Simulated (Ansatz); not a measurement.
# ScCd2P2: relaxing a made-up structure

This structure for ScCd2P2 is made up. Its elements were placed in a known structure type with a cell scaled to their sizes. What cell does the guess relax to, and how far off was it?

Method: DFT, PBEsol, plane-wave PAW, files of the set soft_1, scalar-relativistic, no spin, cell and ions relaxed at zero pressure; PAW set soft_1, in the first sound run; inputs show where later runs differ, in Ansatz 0.2.0.

### 1. Set-up

It takes space group I4/mmm (No. 139, tetragonal). Conventional cell: a = 4.120 Å, b = 4.120 Å, c = 10.122 Å, α = 90.00°, β = 90.00°, γ = 90.00°. Cd has 4 P at 2.40 Å and 4 Cd at 2.91 Å and 4 Sc at 3.26 Å nearest. Sc has 8 P at 3.19 Å and 8 Cd at 3.26 Å nearest. Nearest to P lie 4 Cd at 2.40 Å and 1 P at 2.61 Å and 4 Sc at 3.19 Å. Farther neighbours are not listed.

### 2. Relaxing cell and atoms

The guess takes its coordinates from another compound and its volume from a rule, so the cell and any free coordinates are relaxed together.

The input, input.yaml:

```yaml
crystal:
  lattice:
    - [-2.06, 2.06, 5.061]
    - [2.06, -2.06, 5.061]
    - [2.06, 2.06, -5.061]
  atoms:
    - { symbol: Cd, position: [0.25, 0.75, 0.5] }
    - { symbol: Cd, position: [0.75, 0.25, 0.5] }
    - { symbol: Sc, position: [0.0, 0.0, 0.0] }
    - { symbol: P, position: [0.629, 0.629, 0.0] }
    - { symbol: P, position: [0.371, 0.371, 0.0] }
kpoints:
  mp_grid: { grid: [9, 9, 9] }
scf:
  occupations: { method: fermi_dirac, width: 0.05 }
hamiltonian:
  xc: pbesol
  pseudopotentials: { kind: paw, azcp: { folder: soft_1 }, xc_functional: pbe }
relax:
  f_tol: 0.015
  max_steps: 70
  cell: {}
output:
  forces: true
  stress: true
```

On the command line:

```bash
ansatz run input.yaml --threads 4 --pin off --max-ram 8192MiB --backend cpu --events-out ev --progress --plain --runs-dir out
```

Numbers of over 12 decimals in the logs are rounded to 6 here.

Output:

```text
basis.fft_grid_basis auto: the FFT boxes are laid along the combinations [[1, 0, 1], [0, 1, 1], [0, 0, 1]] of the cell's own vectors, 4.120, 4.120 and 5.840 Å long. The dense box has 30×30×40 points. Along the cell's own vectors, as sized, it would have 40×40×40, 1.78 times as many. Of the 16 symmetry operations that the crystal satisfies within crystal.symmetry.tolerance (time reversal apart; of a slab, those that k [...]
Engine: ansatz 0.2.0, aarch64-unknown-linux-gnu
Pseudopotentials: kind: paw
Pseudopotential: Cd, paw, valence charge 20, recommended cutoff 420 eV (normal), soft_1/Cd.paw.azcp
Pseudopotential: Sc, paw, valence charge 11, recommended cutoff 420 eV (normal), soft_1/Sc.paw.azcp
Pseudopotential: P, paw, valence charge 5, recommended cutoff 420 eV (normal), soft_1/P.paw.azcp
Functional definition: PBEsol
  exchange = pbesol_x
  correlation = pbesol_c
Crystal: 5 atoms, lattice volume = 85.907 Å³
Basis set: ecut = 420 eV, 1677 PW (Γ), FFT grids on a1+a3, a2+a3, a3, exchange–correlation on 60×60×80 points (8 copies of the dense FFT grid, shifted against one another)
Bands: 37, of which v1, the nominal top of the filled ones, is band 31 counted from 1 (30 counted from 0)
Symmetry: 16 space group operations
Space group: I4/mmm (ITA 139), of the structure as read, at distance tolerance 4.4e-5 Å
k-points: 75 of 729
Non-local potential: Cd, projectors of the file, l = 0: 3, l = 1: 2, l = 2: 2, l = 3: 1
Non-local potential: Sc, projectors of the file, l = 0: 3, l = 1: 2, l = 2: 3, l = 3: 1
Non-local potential: P, projectors of the file, l = 0: 2, l = 1: 2, l = 2: 1
PAW form: soft (Blöchl's): semilocal exchange-correlation on the pseudo side does not see the compensation charge
PAW frozen core: Cd, regenerated for the run's functional, and the local potential with it (the file was generated under x = pbe(κ = 0.804, μ = 0.219515), c = pbe(β = 0.066725))
PAW frozen core: Sc, regenerated for the run's functional, and the local potential with it (the file was generated under x = pbe(κ = 0.804, μ = 0.219515), c = pbe(β = 0.066725))
PAW frozen core: P, regenerated for the run's functional, and the local potential with it (the file was generated under x = pbe(κ = 0.804, μ = 0.219515), c = pbe(β = 0.066725))
PAW one-centre angular grid: Cd, 590 points (default); XC on 64 Gauss nodes
PAW one-centre angular grid: Sc, 590 points (default); XC on 64 Gauss nodes
PAW one-centre angular grid: P, 110 points (default); XC on 64 Gauss nodes
Initial density: superposition of atomic densities (chi_scale 0.1, normalization cell, long waves kept (reshape's long-wave potential 0.00 eV rms))
Initial wavefunctions: pseudopotential atomic-orbital guess
Functional: x = pbesol(κ = 0.804, μ = 0.123457), c = pbesol(β = 0.046)
SCF iter   1: F=—  HF=-19958.730095 eV  |F-HF|=—  |Δ(HF+E_count)|=         —  Δρ=5.92e-2  dr2=6.13e0  ethr=3.10e-3  ⟨swp⟩=6.6  Hψ=11164  notcnv=0
preconditioner: auto → Kerker (q_TF=auto, 2.577 Å⁻¹)  [metal: Δε(μ)=0.010 eV  Ē_g=8.434 eV  σ=0.050 eV  W_gap=0.05  n_scr=32 (ndim 8)  ℏωp=24.4 eV  f_vac=0.000  D(μ)=4.71/eV (n_scr^D=36)]
SCF iter   2: F=—  HF=-19957.927433 eV  |F-HF|=—  |Δ(HF+E_count)|=   8.03e-1  Δρ=2.71e-2  dr2=1.54e0  ethr=3.10e-3  ⟨swp⟩=2.7  Hψ=4967  notcnv=0
SCF iter   3: F=—  HF=-19957.611274 eV  |F-HF|=—  |Δ(HF+E_count)|=   3.16e-1  Δρ=7.40e-3  dr2=1.36e-1  ethr=2.52e-3  ⟨swp⟩=2.1  Hψ=3524  notcnv=0
SCF iter   4: F=—  HF=-19957.586055 eV  |F-HF|=—  |Δ(HF+E_count)|=   2.52e-2  Δρ=2.11e-3  dr2=4.98e-3  ethr=2.23e-4  ⟨swp⟩=2.9  Hψ=5125  notcnv=0
SCF iter   5: F=—  HF=-19957.585237 eV  |F-HF|=—  |Δ(HF+E_count)|=   8.19e-4  Δρ=4.97e-4  dr2=3.13e-4  ethr=8.16e-6  ⟨swp⟩=2.5  Hψ=4828  notcnv=0
SCF iter   6: F=—  HF=-19957.585162 eV  |F-HF|=—  |Δ(HF+E_count)|=   7.44e-5  Δρ=1.58e-4  dr2=4.80e-5  ethr=5.14e-7  ⟨swp⟩=2.1  Hψ=4429  notcnv=0
SCF iter   7: F=—  HF=-19957.585153 eV  |F-HF|=—  |Δ(HF+E_count)|=   9.62e-6  Δρ=3.75e-5  dr2=2.30e-6  ethr=7.86e-8  ⟨swp⟩=2.0  Hψ=3290  notcnv=0
SCF iter   8: F=—  HF=-19957.585152 eV  |F-HF|=—  |Δ(HF+E_count)|=   1.93e-7  Δρ=1.12e-5  dr2=1.25e-7  ethr=3.76e-9  ⟨swp⟩=2.0  Hψ=3246  notcnv=0
SCF iter   9: F=-19957.585152 eV  HF=-19957.585152 eV  |F-HF|=8.91e-10  |Δ(HF+E_count)|=   2.60e-9  Δρ=2.27e-6  dr2=5.58e-9  ethr=1.64e-10  ⟨swp⟩=4.3  Hψ=7856  notcnv=0
SCF 1 converged in 9 iterations: F = -19957.585152 eV  dr2 = 5.58e-9
  greatest PAW one-centre occupation: 1.000 electrons in one spin orbital (limit 2), on the Cd atom at site 1 (counted from 0), in its partial waves of l = 0
relax step   1: F+E_penalty+E_count = -19957.58515244 eV  Δ(F+E_penalty+E_count) = +0.000e0 eV  max|allowed force component| = 4.026e0 eV/Å  Δτ_max = 0.0000 Å  P = +23.975 GPa  Ω = 85.907 Å³  (9 SCF iters, dr2 threshold 1.00e-7 eV, accepted)
Crystal: 5 atoms, lattice volume = 97.761 Å³
Basis set: ecut = 420 eV, 1897 PW (Γ), FFT grids on a1+a3, a2+a3, a3, exchange–correlation on 60×60×80 points (8 copies of the dense FFT grid, shifted against one another)
Initial density: handed on by an earlier stage of this run
Initial wavefunctions: those handed on with the density
iter 1 solved again at ethr=6.20e-4 eV; its pass at ethr=3.10e-3 eV (dr2=3.78e-1 eV) is discarded
SCF iter   1: F=—  HF=-19959.305658 eV  |F-HF|=—  |Δ(HF+E_count)|=         —  Δρ=1.35e-2  dr2=3.82e-1  ethr=6.20e-4  ⟨swp⟩=1.3  Hψ=15695  notcnv=0
preconditioner: auto → Kerker (q_TF=auto, 2.522 Å⁻¹)  [metal: Δε(μ)=0.018 eV  Ē_g=9.308 eV  σ=0.050 eV  W_gap=0.09  n_scr=32 (ndim 8)  ℏωp=22.8 eV  f_vac=0.000  D(μ)=2.98/eV (n_scr^D=22)]
SCF iter   2: F=—  HF=-19959.235380 eV  |F-HF|=—  |Δ(HF+E_count)|=   7.03e-2  Δρ=6.50e-3  dr2=1.11e-1  ethr=6.20e-4  ⟨swp⟩=3.0  Hψ=4406  notcnv=0
SCF iter   3: F=—  HF=-19959.206226 eV  |F-HF|=—  |Δ(HF+E_count)|=   2.92e-2  Δρ=1.78e-3  dr2=9.02e-3  ethr=1.82e-4  ⟨swp⟩=2.2  Hψ=3757  notcnv=0
SCF iter   4: F=—  HF=-19959.204323 eV  |F-HF|=—  |Δ(HF+E_count)|=   1.90e-3  Δρ=6.32e-4  dr2=4.48e-4  ethr=1.48e-5  ⟨swp⟩=2.1  Hψ=4162  notcnv=0
SCF iter   5: F=—  HF=-19959.204259 eV  |F-HF|=—  |Δ(HF+E_count)|=   6.45e-5  Δρ=1.47e-4  dr2=5.25e-5  ethr=7.34e-7  ⟨swp⟩=2.0  Hψ=4144  notcnv=0
SCF iter   6: F=—  HF=-19959.204250 eV  |F-HF|=—  |Δ(HF+E_count)|=   8.35e-6  Δρ=3.87e-5  dr2=2.96e-6  ethr=8.60e-8  ⟨swp⟩=2.1  Hψ=3376  notcnv=0
SCF iter   7: F=-19959.204250 eV  HF=-19959.204250 eV  |F-HF|=3.68e-8  |Δ(HF+E_count)|=   4.58e-7  Δρ=9.91e-6  dr2=1.26e-7  ethr=8.20e-10  ⟨swp⟩=5.0  Hψ=9526  notcnv=0
SCF 2 converged in 7 iterations: F = -19959.204250 eV  dr2 = 1.26e-7
[...]
relax step   8: F+E_penalty+E_count = -19960.70195685 eV  Δ(F+E_penalty+E_count) = -1.382e-2 eV  max|allowed force component| = 4.211e-2 eV/Å  Δτ_max = 0.0024 Å  P = +0.527 GPa  Ω = 93.947 Å³  energy of the carried Pulay correction = -1.198e-3 eV  (6 SCF iters, dr2 threshold 5.00e-7 eV, accepted)
relax step   9: F+E_penalty+E_count = -19960.70290163 eV  Δ(F+E_penalty+E_count) = -9.448e-4 eV  max|allowed force component| = 3.859e-3 eV/Å  Δτ_max = 0.0033 Å  P = -0.000 GPa  Ω = 94.448 Å³  energy of the carried Pulay correction = -1.269e-3 eV  (6 SCF iters, dr2 threshold 5.00e-7 eV, accepted)
relax step  10: F+E_penalty+E_count = -19960.70291916 eV  Δ(F+E_penalty+E_count) = -1.753e-5 eV  max|allowed force component| = 7.996e-5 eV/Å  Δτ_max = 0.0006 Å  P = -0.002 GPa  Ω = 94.443 Å³  energy of the carried Pulay correction = -1.268e-3 eV  (6 SCF iters, dr2 threshold 7.37e-9 eV, accepted)
relax step  11: F+E_penalty+E_count = -19960.82683790 eV  Δ(F+E_penalty+E_count) = -1.239e-1 eV  max|allowed force component| = 7.960e-3 eV/Å  Δτ_max = 0.0000 Å  P = +1.813 GPa  Ω = 94.443 Å³  stress off target by 5.00e0 GPa  SCF on the basis re-selected at this cell (its energy is not comparable with the rows above)  (8 SCF iters)
relax step  12: F+E_penalty+E_count = -19960.88861053 eV  Δ(F+E_penalty+E_count) = -6.177e-2 eV  max|allowed force component| = 4.247e-2 eV/Å  Δτ_max = 0.0174 Å  P = +1.067 GPa  Ω = 95.729 Å³  energy of the carried Pulay correction = -1.205e-4 eV  (6 SCF iters, dr2 threshold 5.00e-7 eV, accepted)
relax step  13: F+E_penalty+E_count = -19960.93932128 eV  Δ(F+E_penalty+E_count) = -5.071e-2 eV  max|allowed force component| = 1.017e-1 eV/Å  Δτ_max = 0.0313 Å  P = +0.650 GPa  Ω = 97.438 Å³  energy of the carried Pulay correction = -2.986e-4 eV  (6 SCF iters, dr2 threshold 5.00e-7 eV, accepted)
relax step  14: F+E_penalty+E_count = -19960.96658423 eV  Δ(F+E_penalty+E_count) = -2.726e-2 eV  max|allowed force component| = 5.660e-2 eV/Å  Δτ_max = 0.0375 Å  P = +0.698 GPa  Ω = 99.316 Å³  energy of the carried Pulay correction = -5.351e-4 eV  (7 SCF iters, dr2 threshold 5.00e-7 eV, accepted)
relax step  15: F+E_penalty+E_count = -19960.96617687 eV  Δ(F+E_penalty+E_count) = +4.074e-4 eV  max|allowed force component| = 1.285e-1 eV/Å  Δτ_max = 0.0105 Å  P = -1.092 GPa  Ω = 102.396 Å³  energy of the carried Pulay correction = -1.081e-3 eV  (7 SCF iters, dr2 threshold 5.00e-7 eV, accepted)
relax step  16: F+E_penalty+E_count = -19960.96954678 eV  Δ(F+E_penalty+E_count) = -3.370e-3 eV  max|allowed force component| = 2.529e-3 eV/Å  Δτ_max = 0.0081 Å  P = +0.269 GPa  Ω = 101.174 Å³  energy of the carried Pulay correction = -8.223e-4 eV  (6 SCF iters, dr2 threshold 5.00e-7 eV, accepted)
relax step  17: F+E_penalty+E_count = -19960.97155596 eV  Δ(F+E_penalty+E_count) = -2.009e-3 eV  max|allowed force component| = 4.972e-4 eV/Å  Δτ_max = 0.0057 Å  P = +0.008 GPa  Ω = 101.057 Å³  energy of the carried Pulay correction = -8.158e-4 eV  (5 SCF iters, dr2 threshold 5.00e-7 eV, accepted)
relax step  18: F+E_penalty+E_count = -19960.97434620 eV  Δ(F+E_penalty+E_count) = -2.790e-3 eV  max|allowed force component| = 1.671e-4 eV/Å  Δτ_max = 0.0000 Å  P = +0.052 GPa  Ω = 101.057 Å³  stress off target by 1.01e-1 GPa  SCF on the basis re-selected at this cell (its energy is not comparable with the rows above)  (7 SCF iters)
relax step  19: F+E_penalty+E_count = -19960.97439553 eV  Δ(F+E_penalty+E_count) = -4.933e-5 eV  max|allowed force component| = 2.566e-5 eV/Å  Δτ_max = 0.0013 Å  P = +0.008 GPa  Ω = 101.209 Å³  energy of the carried Pulay correction = -1.239e-5 eV  (5 SCF iters, dr2 threshold 2.53e-8 eV, accepted)
iter 1 solved again at ethr=4.45e-7 eV; its pass at ethr=3.10e-3 eV (dr2=2.72e-4 eV) is discarded
SCF iter   1: F=—  HF=-19960.974422 eV  |F-HF|=—  |Δ(HF+E_count)|=         —  Δρ=3.82e-5  dr2=5.04e-8  ethr=4.45e-7  ⟨swp⟩=3.9  Hψ=18583  notcnv=0
eigensolver tolerance schedule: the retry pair's looser diagonalisation over-reported the residual by 5387.94 of it (diagonalisation noise at 3.43 of the residual, at the tolerance the schedule requests for it); recorded, not acted on — ethr = c·dr2/N_el stays at c = 1.0e-1
preconditioner: auto → Kerker (q_TF=auto, 2.508 Å⁻¹)  [metal: Δε(μ)=0.041 eV  Ē_g=9.122 eV  σ=0.050 eV  W_gap=0.20  n_scr=24 (ndim 8)  ℏωp=22.5 eV  f_vac=0.000  D(μ)=2.27/eV (n_scr^D=12)]
SCF iter   2: F=—  HF=-19960.974408 eV  |F-HF|=—  |Δ(HF+E_count)|=   1.43e-5  Δρ=1.94e-5  dr2=1.31e-8  ethr=8.26e-11  ⟨swp⟩=3.7  Hψ=5189  notcnv=0
SCF iter   3: F=—  HF=-19960.974409 eV  |F-HF|=—  |Δ(HF+E_count)|=   5.70e-7  Δρ=2.38e-6  dr2=1.31e-9  ethr=2.15e-11  ⟨swp⟩=1.8  Hψ=2886  notcnv=0
SCF iter   4: F=—  HF=-19960.974409 eV  |F-HF|=—  |Δ(HF+E_count)|=   7.37e-9  Δρ=5.72e-7  dr2=3.05e-10  ethr=2.14e-12  ⟨swp⟩=2.5  Hψ=4515  notcnv=0
SCF iter   5: F=-19960.974409 eV  HF=-19960.974409 eV  |F-HF|=2.55e-11  |Δ(HF+E_count)|=  2.84e-10  Δρ=1.78e-7  dr2=3.90e-11  ethr=1.00e-12  ⟨swp⟩=3.3  Hψ=10830  notcnv=0
SCF 20 converged in 5 iterations: F = -19960.974409 eV  dr2 = 3.90e-11
relax step  20: F+E_penalty+E_count = -19960.97440853 eV  Δ(F+E_penalty+E_count) = -1.300e-5 eV  max|allowed force component| = 1.251e-5 eV/Å  Δτ_max = 0.0000 Å  P = +0.008 GPa  Ω = 101.209 Å³  stress off target by 1.88e-2 GPa  SCF on the basis re-selected at this cell (its energy is not comparable with the rows above)  (5 SCF iters)
basis re-selected at this cell: Δ(F+E_penalty+E_count) = -1.300e-5 eV, ΔP = -0.000 GPa vs the last step (what re-selecting the basis moved, of the pressure what is left beyond the Pulay correction that the steps carried, after the strain that the cell walked since its last selection, with what the two solves' SCF thresholds leave and, on support functions, any second-order correction that the steps lacked; it is no m [...]
SCF converged after 5 iterations
Free energy (F): -19960.974409 eV
Harris-Foulkes:  -19960.974409 eV  (|F-HF|=2.55e-11)
Internal energy: -19960.955963 eV  (E = F + TS)
E sigma→0 (E₀):  -19960.965186 eV
Entropy (-TS):   -0.018446 eV (-3.689 meV/atom)
Fermi energy:    11.289267 eV
--- Per-component energies (eV) ---
  E_band       = -1029.713928
  E_kinetic    = 1226.604933
  E_local      = -9740.276359  (includes V_loc(G=0)·N_el)
  E_nonlocal   = 450.570181
  E_hartree    = 4475.143315
  E_xc         = -542.547848
  E_vxc        = -621.492602  (∫ρ·V_xc dr)
  E_paw        = -10108.933838  (= ΣΔE_a)
  E_vpaw       = -1295.407365  (= ΣTr[D̂ρ^β])
  E_aug_tail   = 0.000684  (compensation charges beyond the density's cutoff)
  E_ewald      = -5722.422169
  E_core_change = 0.905139  (= ΣΔE_core)
  E_smearing   = -0.018446  (= −TS)
  E_closure    = -0.000000  (closes the sum)
  Σ components = -19960.974409   (vs F -19960.974409, Δ=0.00e0)
--- Forces (eV/Å), atoms counted from 1 ---
  atom   1  Cd     0.00000000    -0.00000000     0.00000000
  atom   2  Cd     0.00000000     0.00000000     0.00000000
  atom   3  Sc     0.00000000    -0.00000000     0.00000000
  atom   4  P      0.00000000     0.00000000    -0.00001251
  atom   5  P      0.00000000     0.00000000     0.00001251
  max |Σ_I F_I| component: 6.51e-19 eV/Å
--- Stress (GPa, compression-positive) ---
        0.002290       0.000000       0.000000
        0.000000       0.002290       0.000000
        0.000000      -0.000000       0.018820
  P = ⅓ Tr σ = 0.0078 GPa (0.078 kbar)
--- Relaxed structure (17 steps of the walk, 17 accepted, 3 SCFs on fresh bases) ---
  F+E_penalty+E_count = -19960.97440853 eV   max|allowed force component| = 1.251e-5 eV/Å   (the final SCF, on the basis selected at the relaxed cell)
  cell:  # Å, volume = 101.2090 Å³
    - [-1.861916, 1.861916, 7.298595]
    - [1.861916, -1.861916, 7.298595]
    - [1.861916, 1.861916, -7.298595]
  atoms:
    - { symbol: Cd, position: [0.250000, 0.75, 0.5] }
    - { symbol: Cd, position: [0.75, 0.250000, 0.5] }
    - { symbol: Sc, position: [0, 0, 0] }
    - { symbol: P, position: [0.575379, 0.575379, 0] }
    - { symbol: P, position: [0.424621, 0.424621, 0] }
```

Run time: 62 s. Hardware: 4 threads of Arm Neoverse V1, shared host; peak memory 0.57 GiB.

Step by step:

```csv
step,energy less that of the first step (eV),largest force component (eV/Å),pressure (GPa),volume (Å³)
1,0.0000,4.0265,23.97,85.91
2,-1.6191,1.8682,3.70,97.76
3,-2.3069,0.2574,-0.01,98.55
4,-2.5914,0.4934,-0.81,98.39
5,-2.8648,0.2327,-1.61,97.72
6,-3.0787,0.2958,0.58,94.08
7,-3.1030,0.0426,-2.12,96.43
8,-3.1168,0.0421,0.53,93.95
9,-3.1178,0.0039,0.00,94.45
10,-3.1178,0.0001,0.00,94.44
11*,-3.2417,0.0080,1.81,94.44
12,-3.3035,0.0425,1.07,95.73
13,-3.3542,0.1017,0.65,97.44
14,-3.3814,0.0566,0.70,99.32
15,-3.3810,0.1285,-1.09,102.40
16,-3.3844,0.0025,0.27,101.17
17,-3.3864,0.0005,0.01,101.06
18*,-3.3892,0.0002,0.05,101.06
19,-3.3892,0.0000,0.01,101.21
20*,-3.3893,0.0000,0.01,101.21
```

Relaxation steps marked * repeat the geometry before them on a plane-wave basis chosen anew for their cell, so energy and pressure can jump there.

The run keeps the 16 symmetry operations that it works with, so distortions that break them were not tested.

```csv
cell as run,before,after,change
a (Å),5.840,7.759,+32.9 %
b (Å),5.840,7.759,+32.9 %
c (Å),5.840,7.759,+32.9 %
α (°),138.69,152.23,+9.8 %
β (°),138.69,152.23,+9.8 %
γ (°),59.85,39.68,-33.7 %
volume (Å³/atom),17.18,20.24,+17.8 %
```

The atoms that moved most (Å, as changes of fractional coordinates times the final cell):

```csv
atom,dx,dy,dz,length
P5,0.000,0.000,0.783,0.783
P4,0.000,0.000,-0.783,0.783
```

Final coordinates:

```cif
data_structure
_symmetry_space_group_name_H-M 'P 1'
_symmetry_Int_Tables_number 1
_cell_length_a 7.7591
_cell_length_b 7.7591
_cell_length_c 7.7591
_cell_angle_alpha 152.231
_cell_angle_beta 152.231
_cell_angle_gamma 39.676
_cell_volume 101.21
loop_
_atom_site_label
_atom_site_type_symbol
_atom_site_fract_x
_atom_site_fract_y
_atom_site_fract_z
_atom_site_occupancy
Cd1 Cd 0.25000 0.75000 0.50000 1
Cd2 Cd 0.75000 0.25000 0.50000 1
Sc3 Sc 0.00000 0.00000 0.00000 1
P4 P 0.57538 0.57538 0.00000 1
P5 P 0.42462 0.42462 0.00000 1
```

Numbers from this step:

```
free energy             : -19960.9744 eV
energy at zero smearing : -19960.9652 eV
smearing term TS        : 0.01845 eV
Fermi energy            : 11.29 eV
electrons               : 61
symmetry operations     : 16
pressure                : 0.007800 GPa
```

The shortest distance of each pair, which need not be the same contact before and after:

```csv
pair,guess (Å),relaxed (Å)
P–P,2.611,2.201
Cd–Cd,2.913,2.633
P–Sc,3.193,2.854
Cd–P,2.397,3.157
Sc–Sc,4.120,3.724
```

The relaxation ends with a largest force component of 1.3e-5 eV/Å and a pressure of 0.01 GPa.

(Continued in part 2 of 2.)

[Logs are printed without paths, hosts, clocks, repeated set-up lines and the standing remarks that a program may print on its own settings, such as how far it seeks lower states.]

[Hosts, paths, dates, database ids (printed as entryN), source tags and the programs' standing remarks are cut or masked in the printed files.]
